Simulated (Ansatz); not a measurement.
# Sn chain started as a zigzag: period, moment and channels by functional

Aim: how far do the period, the moment and the conductance of the Sn chain started as a zigzag depend on the functional, the datasets and spin-orbit coupling, and at what cost?

Method: DFT PBE, plane waves, PAW; relaxation of a chain's period, in the first sound run; inputs show where later runs differ, in Ansatz 0.2.0.

## (1) Starting point

The cell holds 2 atoms: 2 Sn. Its edges and angles: a = 9.000 Å, b = 7.500 Å, c = 4.664 Å, α = 90.0°, β = 90.0°, γ = 90.0°. Vacuum lies along a and b. The structure's axis is c.

## (2) Relaxing the period, level PBE, cutoff 420 eV

Band widths follow the bond lengths, so the chain is relaxed first. The atoms and the third cell vector are free; the box across stays fixed as vacuum. Moments are seeded so that a magnetic state can form if it lies lower. A Fermi-Dirac smearing is set since the result may be a metal. The pressure printed is a third of the stress's trace over the whole box, vacuum included; only the stress along the axis is relaxed.

The input, input.yaml:

```yaml
crystal:
  lattice:
    - [9.0, 0.0, 0.0]
    - [0.0, 7.5, 0.0]
    - [0.0, 0.0, 4.6637291855]
  atoms:
    - { symbol: Sn, position: [0.431118089, 0.5, 0.0], spin: 0.5 }
    - { symbol: Sn, position: [0.568881911, 0.5, 0.5], spin: 0.5 }
magnetization:
  spin_polarized: true
kpoints:
  mp_grid: { grid: [1, 1, 18] }
scf:
  occupations: { method: fermi_dirac, width: 0.05 }
hamiltonian:
  xc: pbe
relax:
  cell: { fix: [a, b, alpha, beta, gamma] }
  max_steps: 60
```

Run with:

```
ansatz run input.yaml --threads 4 --pin off --max-ram 8192MiB --backend cpu --events-out ev --progress --plain --runs-dir out
```

Numbers of over 12 decimals in the logs are rounded to 6 here.

Log:

```text
Engine: ansatz 0.2.0, aarch64-unknown-linux-gnu
Pseudopotentials: kind: paw
Pseudopotential: Sn, paw, valence charge 14, recommended cutoff 420 eV (normal), Sn.paw.azcp
Functional definition: PBE
  parameter kappa = 0.804
  parameter beta = 0.066725
  exchange = pbe_x(kappa = kappa, mu = beta*pi^2/3)
  correlation = pbe_c(beta = beta)
Crystal: 2 atoms, lattice volume = 314.802 Å³
Basis set: ecut = 420 eV, 6133 PW (Γ), exchange–correlation on 128×108×64 points (8 copies of the dense FFT grid, shifted against one another)
Bands: 19, of which v1, the nominal top of the filled ones, is band 14 counted from 1 (13 counted from 0)
Symmetry: 8 space group operations
Space group: Pmma (ITA 51), of the structure as read, at distance tolerance 6.8e-5 Å
Magnetic group: BNS 51.289 (UNI 387), of the structure as read, at distance tolerance 6.8e-5 Å
k-points: 10 of 18
Non-local potential: Sn, projectors of the file, l = 0: 2, l = 1: 2, l = 2: 2, l = 3: 2
PAW form: soft (Blöchl's): semilocal exchange-correlation on the pseudo side does not see the compensation charge
PAW one-centre angular grid: Sn, 590 points (default); XC on 64 Gauss nodes
Initial density: superposition of atomic densities (neutral atoms: chi_scale 0, normalization atom)
Starting moments: Σ|m| = 1 μB on 2 of 2 sites
Initial wavefunctions: pseudopotential atomic-orbital guess
Functional: x = pbe(κ = 0.804, μ = 0.219515), c = pbe(β = 0.066725)
iter 1 solved again at ethr=1.48e-3 eV; its pass at ethr=3.10e-3 eV (dr2=4.15e-1 eV) is discarded
SCF iter   1: F=—  HF=-12046.244449 eV  |F-HF|=—  |Δ(HF+E_count)|=         —  Δρ=1.14e-2 (↑1.14e-2 ↓1.13e-2)  dr2=4.18e-1  dr2_m=3.13e-1  M=0.117 μB ∫|m|=0.117 μB  β_m=0.30  ethr=1.48e-3  ⟨swp⟩=1.0  Hψ=2730  notcnv=0
preconditioner: auto → LDOS  [metal: Δε(μ)=0.038 eV  Ē_g=7.048 eV  σ=0.050 eV  W_gap=0.19  n_scr=38 (ndim 8)  ℏωp=5.9 eV  f_vac=0.622  D(μ)=1.49/eV (n_scr^D=4)]
spin=Collinear: LDOS preconditioning applied to the charge; magnetization (m = ρ↑ − ρ↓) channel mixes plain (no charge-response kernel on spin).
SCF iter   2: F=—  HF=-12046.200802 eV  |F-HF|=—  |Δ(HF+E_count)|=   4.36e-2  Δρ=8.15e-3 (↑7.89e-3 ↓8.15e-3)  dr2=2.05e-1  dr2_m=1.57e-1  M=0.096 μB ∫|m|=0.096 μB  β_m=0.30  ethr=1.48e-3  ⟨swp⟩=2.0  Hψ=471  notcnv=0
SCF iter   3: F=—  HF=-12046.153168 eV  |F-HF|=—  |Δ(HF+E_count)|=   4.76e-2  Δρ=5.63e-3 (↑4.96e-3 ↓5.63e-3)  dr2=1.02e-2  dr2_m=7.86e-2  M=0.075 μB ∫|m|=0.075 μB  β_m=0.30  ethr=7.33e-4  ⟨swp⟩=3.1  Hψ=635  notcnv=0
SCF iter   4: F=—  HF=-12046.166572 eV  |F-HF|=—  |Δ(HF+E_count)|=   1.34e-2  Δρ=3.73e-3 (↑3.69e-3 ↓3.73e-3)  dr2=2.31e-3  dr2_m=3.94e-2  M=0.057 μB ∫|m|=0.057 μB  β_m=0.30  ethr=3.63e-5  ⟨swp⟩=2.1  Hψ=874  notcnv=0
SCF iter   5: F=—  HF=-12046.170994 eV  |F-HF|=—  |Δ(HF+E_count)|=   4.42e-3  Δρ=2.63e-3 (↑2.62e-3 ↓2.63e-3)  dr2=7.44e-4  dr2_m=1.97e-2  M=0.046 μB ∫|m|=0.046 μB  β_m=0.30  ethr=8.24e-6  ⟨swp⟩=1.6  Hψ=418  notcnv=0
SCF iter   6: F=—  HF=-12046.173501 eV  |F-HF|=—  |Δ(HF+E_count)|=   2.51e-3  Δρ=1.87e-3 (↑1.87e-3 ↓1.84e-3)  dr2=2.30e-5  dr2_m=9.87e-3  M=0.038 μB ∫|m|=0.038 μB  β_m=0.30  ethr=2.66e-6  ⟨swp⟩=3.0  Hψ=758  notcnv=0
SCF iter   7: F=—  HF=-12046.174607 eV  |F-HF|=—  |Δ(HF+E_count)|=   1.11e-3  Δρ=1.32e-3 (↑1.32e-3 ↓1.30e-3)  dr2=8.83e-6  dr2_m=4.96e-3  M=0.031 μB ∫|m|=0.031 μB  β_m=0.30  ethr=8.23e-8  ⟨swp⟩=2.5  Hψ=672  notcnv=0
Mixer restart at iter 7: flushing history
spin-set hold released at iteration 7 (site moments contracting): the magnetisation degrees of freedom join the quasi-Newton model from the next iteration; the mixer history was flushed
SCF iter   8: F=—  HF=-12046.175194 eV  |F-HF|=—  |Δ(HF+E_count)|=   5.87e-4  Δρ=9.36e-4 (↑9.36e-4 ↓9.26e-4)  dr2=5.22e-6  dr2_m=2.50e-3  M=0.025 μB ∫|m|=0.025 μB  β_m=0.65  ethr=3.15e-8  ⟨swp⟩=2.5  Hψ=559  notcnv=0
SCF iter   9: F=—  HF=-12046.175905 eV  |F-HF|=—  |Δ(HF+E_count)|=   7.11e-4  Δρ=3.98e-5 (↑3.73e-5 ↓3.98e-5)  dr2=2.44e-7  dr2_m=4.25e-6  M=0.007 μB ∫|m|=0.007 μB  β_m=0.82  ethr=1.87e-8  ⟨swp⟩=3.0  Hψ=709  notcnv=0
SCF iter  10: F=—  HF=-12046.175921 eV  |F-HF|=—  |Δ(HF+E_count)|=   1.68e-5  Δρ=1.89e-5 (↑1.87e-5 ↓1.89e-5)  dr2=8.39e-8  dr2_m=1.01e-6  M=0.003 μB ∫|m|=0.003 μB  β_m=0.91  ethr=3.57e-10  ⟨swp⟩=5.7  Hψ=1411  notcnv=0
SCF iter  11: F=—  HF=-12046.175927 eV  |F-HF|=—  |Δ(HF+E_count)|=   5.34e-6  Δρ=3.21e-6 (↑2.67e-6 ↓3.21e-6)  dr2=1.02e-7  dr2_m=7.18e-9  M=0.000 μB ∫|m|=0.000 μB  β_m=0.80  ethr=3.00e-10  ⟨swp⟩=5.6  Hψ=1404  notcnv=0
SCF iter  12: F=—  HF=-12046.175927 eV  |F-HF|=—  |Δ(HF+E_count)|=  4.18e-11  Δρ=8.58e-7 (↑8.58e-7 ↓6.87e-7)  dr2=3.14e-9  dr2_m=1.11e-9  M=0.000 μB ∫|m|=0.000 μB  β_m=0.82  ethr=3.00e-10  ⟨swp⟩=3.0  Hψ=1467  notcnv=0
SCF iter  13: F=—  HF=-12046.175927 eV  |F-HF|=—  |Δ(HF+E_count)|=   5.69e-9  Δρ=1.76e-7 (↑1.76e-7 ↓1.67e-7)  dr2=3.30e-11  dr2_m=7.37e-11  M=0.000 μB ∫|m|=0.000 μB  β_m=0.91  ethr=1.12e-11  ⟨swp⟩=3.6  Hψ=933  notcnv=0
SCF iter  14: F=-12046.175927 eV  HF=-12046.175927 eV  |F-HF|=1.82e-12  |Δ(HF+E_count)|=  4.71e-10  Δρ=5.09e-8 (↑5.09e-8 ↓4.65e-8)  dr2=1.13e-11  dr2_m=3.87e-12  M=0.000 μB ∫|m|=0.000 μB  ethr=1.00e-12  ⟨swp⟩=3.0  Hψ=794  notcnv=0
WARN: the starting moments were not kept: the SCF closed with an absolute magnetisation of 5.8e-6 μB, where they sum to 1 μB in size (2 sites). That is at most 0.1 of that sum. Measured as dr2_m measures the in/out step, that magnetisation stands 1.5e-12 eV from none, at or under the dr2_threshold of 1.0e-7 eV: it is no larger than a step whose dr2_m would equal this threshold. The system may hold no moment; this SCF [...]
SCF 1 converged in 14 iterations: F = -12046.175927 eV  dr2 = 1.13e-11
  greatest PAW one-centre occupation: 0.991 electrons in one spin orbital (limit 2), on the Sn atom at site 1 (counted from 0), in its partial waves of l = 2
relax step   1: F+E_penalty+E_count = -12046.17592663 eV  Δ(F+E_penalty+E_count) = +0.000e0 eV  max|allowed force component| = 9.931e-1 eV/Å  Δτ_max = 0.0000 Å  P = +0.703 GPa  Ω = 314.802 Å³  fix = [a, b, alpha, beta, gamma]  reactions: a +0.694, b +0.245 GPa  (14 SCF iters, dr2 threshold 1.00e-7 eV, accepted)
Crystal: 2 atoms, lattice volume = 314.401 Å³
Basis set: ecut = 420 eV, 6125 PW (Γ), exchange–correlation on 128×108×64 points (8 copies of the dense FFT grid, shifted against one another)
Initial density: handed on by an earlier stage of this run
Starting moments: Σ|m| = 1 μB on 2 of 2 sites; this step starts from the density that it was given
Initial wavefunctions: those handed on with the density
[...]
SCF iter   5: F=—  HF=-12046.299718 eV  |F-HF|=—  |Δ(HF+E_count)|=   6.62e-7  Δρ=5.22e-6 (↑2.99e-6 ↓5.22e-6)  dr2=2.43e-7  dr2_m=1.66e-8  M=-0.000 μB ∫|m|=0.000 μB  β_m=0.80  ethr=5.29e-9  ⟨swp⟩=2.0  Hψ=661  notcnv=0
iter 6 did not close the SCF: its close was put off for a magnetic moment that had not settled (scf_convergence_deferred on its scf_iter line)
SCF iter   6: F=-12046.299718 eV  HF=-12046.299718 eV  |F-HF|=7.80e-9  |Δ(HF+E_count)|=   2.49e-8  Δρ=8.78e-7 (↑6.68e-7 ↓8.78e-7)  dr2=5.25e-9  dr2_m=8.94e-10  M=-0.000 μB ∫|m|=0.000 μB  β_m=0.83  ethr=7.14e-10  ⟨swp⟩=4.3  Hψ=1119  notcnv=0
SCF iter   7: F=-12046.299718 eV  HF=-12046.299718 eV  |F-HF|=4.35e-10  |Δ(HF+E_count)|=   9.26e-9  Δρ=1.63e-7 (↑1.53e-7 ↓1.63e-7)  dr2=3.02e-10  dr2_m=3.07e-11  M=-0.000 μB ∫|m|=0.000 μB  ethr=1.88e-11  ⟨swp⟩=1.1  Hψ=1172  notcnv=0
the starting moments were not kept: the SCF closed with an absolute magnetisation of 9.6e-6 μB, where they sum to 1 μB in size (2 sites). That is at most 0.1 of that sum. Measured as dr2_m measures the in/out step, that magnetisation stands 4.5e-12 eV from none, at or under the dr2_threshold of 2.0e-7 eV: it is no larger than a step whose dr2_m would equal this threshold.
SCF 3 converged in 7 iterations: F = -12046.299718 eV  dr2 = 3.02e-10
relax step   3: F+E_penalty+E_count = -12046.29971827 eV  Δ(F+E_penalty+E_count) = -4.580e-2 eV  max|allowed force component| = 1.523e-3 eV/Å  Δτ_max = 0.0748 Å  P = +0.058 GPa  Ω = 314.737 Å³  energy of the carried Pulay correction = +2.401e-6 eV  fix = [a, b, alpha, beta, gamma]  reactions: a +0.083, b +0.240 GPa  (7 SCF iters, dr2 threshold 2.00e-7 eV, accepted)
[...]
relax step   4: F+E_penalty+E_count = -12046.30072456 eV  Δ(F+E_penalty+E_count) = -1.006e-3 eV  max|allowed force component| = 2.980e-3 eV/Å  Δτ_max = 0.0042 Å  P = +0.085 GPa  Ω = 313.375 Å³  energy of the carried Pulay correction = +5.279e-5 eV  fix = [a, b, alpha, beta, gamma]  reactions: a +0.085, b +0.240 GPa  (6 SCF iters, dr2 threshold 5.62e-8 eV, accepted)
[...]
relax step   5: F+E_penalty+E_count = -12046.30106269 eV  Δ(F+E_penalty+E_count) = -3.381e-4 eV  max|allowed force component| = 2.825e-4 eV/Å  Δτ_max = 0.0045 Å  P = +0.108 GPa  Ω = 312.093 Å³  energy of the carried Pulay correction = +1.004e-4 eV  fix = [a, b, alpha, beta, gamma]  reactions: a +0.083, b +0.240 GPa  (6 SCF iters, dr2 threshold 1.24e-8 eV, accepted)
Initial wavefunctions: pseudopotential atomic-orbital guess (no wavefunctions were taken with the density)
iter 1 solved again at ethr=1.35e-7 eV; its pass at ethr=3.10e-3 eV (dr2=3.77e-5 eV) is discarded
SCF iter   1: F=—  HF=-12046.300965 eV  |F-HF|=—  |Δ(HF+E_count)|=         —  Δρ=2.51e-6 (↑2.50e-6 ↓2.51e-6)  dr2=1.32e-8  dr2_m=1.44e-12  M=-0.000 μB ∫|m|=0.000 μB  β_m=0.30  ethr=1.35e-7  ⟨swp⟩=3.8  Hψ=3328  notcnv=0
eigensolver tolerance schedule: the retry pair's looser diagonalisation over-reported the residual by 2863.17 of it (diagonalisation noise at 0.14 of the residual, at the tolerance the schedule requests for it); recorded, not acted on — ethr = c·dr2/N_el stays at c = 1.0e-1
preconditioner: auto → Resta (q_TF=auto, 1.825 Å⁻¹)  ε∞=1.8  [insulator: Δε(μ)=0.249 eV  Ē_g=6.509 eV  σ=0.050 eV  W_gap=0.85  n_scr=38 (ndim 8)  ℏωp=5.9 eV  f_vac=0.640  D(μ)=0.98/eV (n_scr^D=2)  ε∞_Penn≈1.8  vacuum switching on, ρ_ref=3.1e-3 e/Å³]
spin=Collinear: Resta preconditioning applied to the charge; magnetization (m = ρ↑ − ρ↓) channel mixes plain (no charge-response kernel on spin).
SCF iter   2: F=—  HF=-12046.300963 eV  |F-HF|=—  |Δ(HF+E_count)|=   1.68e-6  Δρ=1.72e-6 (↑1.71e-6 ↓1.72e-6)  dr2=6.41e-9  dr2_m=7.82e-13  M=-0.000 μB ∫|m|=0.000 μB  β_m=0.54  ethr=4.71e-11  ⟨swp⟩=3.0  Hψ=738  notcnv=0
SCF iter   3: F=—  HF=-12046.300963 eV  |F-HF|=—  |Δ(HF+E_count)|=   1.79e-8  Δρ=3.66e-7 (↑3.63e-7 ↓3.66e-7)  dr2=3.99e-10  dr2_m=6.44e-14  M=-0.000 μB ∫|m|=0.000 μB  β_m=0.54  ethr=2.29e-11  ⟨swp⟩=2.0  Hψ=660  notcnv=0
SCF iter   4: F=—  HF=-12046.300963 eV  |F-HF|=—  |Δ(HF+E_count)|=   1.01e-9  Δρ=1.22e-7 (↑1.21e-7 ↓1.22e-7)  dr2=9.85e-11  dr2_m=1.13e-14  M=-0.000 μB ∫|m|=0.000 μB  β_m=0.77  ethr=1.42e-12  ⟨swp⟩=2.0  Hψ=462  notcnv=0
SCF iter   5: F=-12046.300963 eV  HF=-12046.300963 eV  |F-HF|=7.28e-12  |Δ(HF+E_count)|=  5.64e-11  Δρ=1.56e-8 (↑1.53e-8 ↓1.56e-8)  dr2=4.30e-12  dr2_m=7.51e-16  M=-0.000 μB ∫|m|=0.000 μB  ethr=1.00e-12  ⟨swp⟩=5.0  Hψ=1718  notcnv=0
the starting moments were not kept: the SCF closed with an absolute magnetisation of 4.3e-8 μB, where they sum to 1 μB in size (2 sites). That is at most 0.1 of that sum. Measured as dr2_m measures the in/out step, that magnetisation stands 9.9e-17 eV from none, at or under the dr2_threshold of 2.0e-11 eV: it is no larger than a step whose dr2_m would equal this threshold.
SCF 6 converged in 5 iterations: F = -12046.300963 eV  dr2 = 4.30e-12
relax step   6: F+E_penalty+E_count = -12046.30096338 eV  Δ(F+E_penalty+E_count) = +9.931e-5 eV  max|allowed force component| = 1.802e-4 eV/Å  Δτ_max = 0.0000 Å  P = +0.107 GPa  Ω = 312.093 Å³  fix = [a, b, alpha, beta, gamma]  reactions: a +0.082, b +0.239 GPa  stress off target by 9.68e-4 GPa on what of the cell is left free  SCF on the basis re-selected at this cell (its energy is not comparable with the rows above)  (5 SCF iters)
basis re-selected at this cell: Δ(F+E_penalty+E_count) = +9.931e-5 eV, ΔP = -0.001 GPa vs the last step (what re-selecting the basis moved, of the pressure what is left beyond the Pulay correction that the steps carried, after the strain that the cell walked since its last selection, with what the two solves' SCF thresholds leave and, on support functions, any second-order correction that the steps lacked; it is no m [...]
SCF converged after 5 iterations
Magnetization: -0.0000 μB (14.0000 up, 14.0000 down)
Absolute magnetization: 0.0000 μB (∫|ρ↑−ρ↓|, with the PAW one-centre terms)
Spin contamination: 0.0000 ħ² per cell (⟨S²⟩ above its minimum at these occupations)
Per-site moments (μB) at R_I (Å): [(-1.1580639968062828e-9, 1.136732), (-1.1580639990071556e-9, 1.136732)]
Free energy (F): -12046.300963 eV
Harris-Foulkes:  -12046.300963 eV  (|F-HF|=7.28e-12)
Internal energy: -12046.291086 eV  (E = F + TS)
E sigma→0 (E₀):  -12046.296025 eV
Entropy (-TS):   -0.009877 eV (-4.939 meV/atom)
Fermi energy:    -1.633116 eV
--- Per-component energies (eV) ---
  E_band       = -498.760699
  E_kinetic    = 370.567885
  E_local      = -5268.895395  (includes V_loc(G=0)·N_el)
  E_nonlocal   = -65.157207
  E_hartree    = 2680.126270
  E_xc         = -762.692106
  E_vxc        = -188.362995  (∫ρ·V_xc dr)
  E_paw        = -8270.431315  (= ΣΔE_a)
  E_vpaw       = -707.165442  (= ΣTr[D̂ρ^β])
  E_aug_tail   = -0.000001  (compensation charges beyond the density's cutoff)
  E_ewald      = -729.809218
  E_smearing   = -0.009877  (= −TS)
  E_closure    = 0.000000  (closes the sum)
  Σ components = -12046.300963   (vs F -12046.300963, Δ=0.00e0)
--- Forces (eV/Å), atoms counted from 1 ---
  atom   1  Sn     0.00018019     0.00000000     0.00000000
  atom   2  Sn    -0.00018019    -0.00000000    -0.00000000
  max |Σ_I F_I| component: 5.42e-20 eV/Å
--- Stress (GPa, compression-positive) ---
        0.082169       0.000000       0.000000
        0.000000       0.238880       0.000000
        0.000000       0.000000       0.000968
  P = ⅓ Tr σ = 0.1073 GPa (1.073 kbar)
--- Relaxed structure (5 steps of the walk, 5 accepted, 1 SCFs on fresh bases) ---
  F+E_penalty+E_count = -12046.30096338 eV   max|allowed force component| = 1.802e-4 eV/Å   (the final SCF, on the basis selected at the relaxed cell)
  cell:  # Å, volume = 312.0934 Å³
    - [9.0, 0, 0]
    - [0, 7.5, 0]
    - [0, 0, 4.623607]
  atoms:
    - { symbol: Sn, position: [0.416676, 0.5, 0] }
    - { symbol: Sn, position: [0.583324, 0.5, 0.5] }
```

It took 13 s on 4 threads of Arm Neoverse V1, shared host; peak memory 0.6 GiB; 46 s of CPU time.

Relaxation path:

| step | energy less that of the first step (eV) | largest force component (eV/Å) | pressure (GPa) | volume (Å³) |
| --- | --- | --- | --- | --- |
| 1 | 0.0000 | 0.9931 | 0.70 | 314.80 |
| 2 | -0.0780 | 0.6033 | -0.28 | 314.40 |
| 3 | -0.1238 | 0.0015 | 0.06 | 314.74 |
| 4 | -0.1248 | 0.0030 | 0.08 | 313.38 |
| 5 | -0.1251 | 0.0003 | 0.11 | 312.09 |
| 6* | -0.1250 | 0.0002 | 0.11 | 312.09 |

Relaxation steps marked * repeat the geometry before them on a plane-wave basis chosen anew for their cell, so energy and pressure can jump there.

Forces are held to the 8 operations that the run works with; a distortion that breaks them can't arise in this run.

| cell as run | before | after | change |
| --- | --- | --- | --- |
| c (Å) | 4.664 | 4.624 | -0.9 % |

The atoms that moved most (Å, along periodic axes as changes of fractional coordinates times the final cell, across vacuum about the mean position):

| atom | dx | dy | dz | length |
| --- | --- | --- | --- | --- |
| Sn1 | -0.130 | 0.000 | 0.000 | 0.130 |
| Sn2 | 0.130 | 0.000 | 0.000 | 0.130 |

Final coordinates:

```xyz
2
Lattice="9.0000 0.0000 0.0000 0.0000 7.5000 0.0000 0.0000 0.0000 4.6236" Properties=species:S:1:pos:R:3
Sn    3.7501    3.7500    0.0000
Sn    5.2499    3.7500    2.3118
```

This step gave:

```
energy at zero smearing    : -12046.2960 eV
cell length along the wire : 4.624 Å
```

The cell's length comes to 4.624 Å with no moment.

(Continued in part 2 of 4.)

[Logs are printed without paths, hosts, clocks, repeated set-up lines and the standing remarks that a program may print on its own settings, such as how far it seeks lower states.]

[Hosts, paths, dates, database ids (printed as entryN), source tags and the programs' standing remarks are cut or masked in the printed files.]
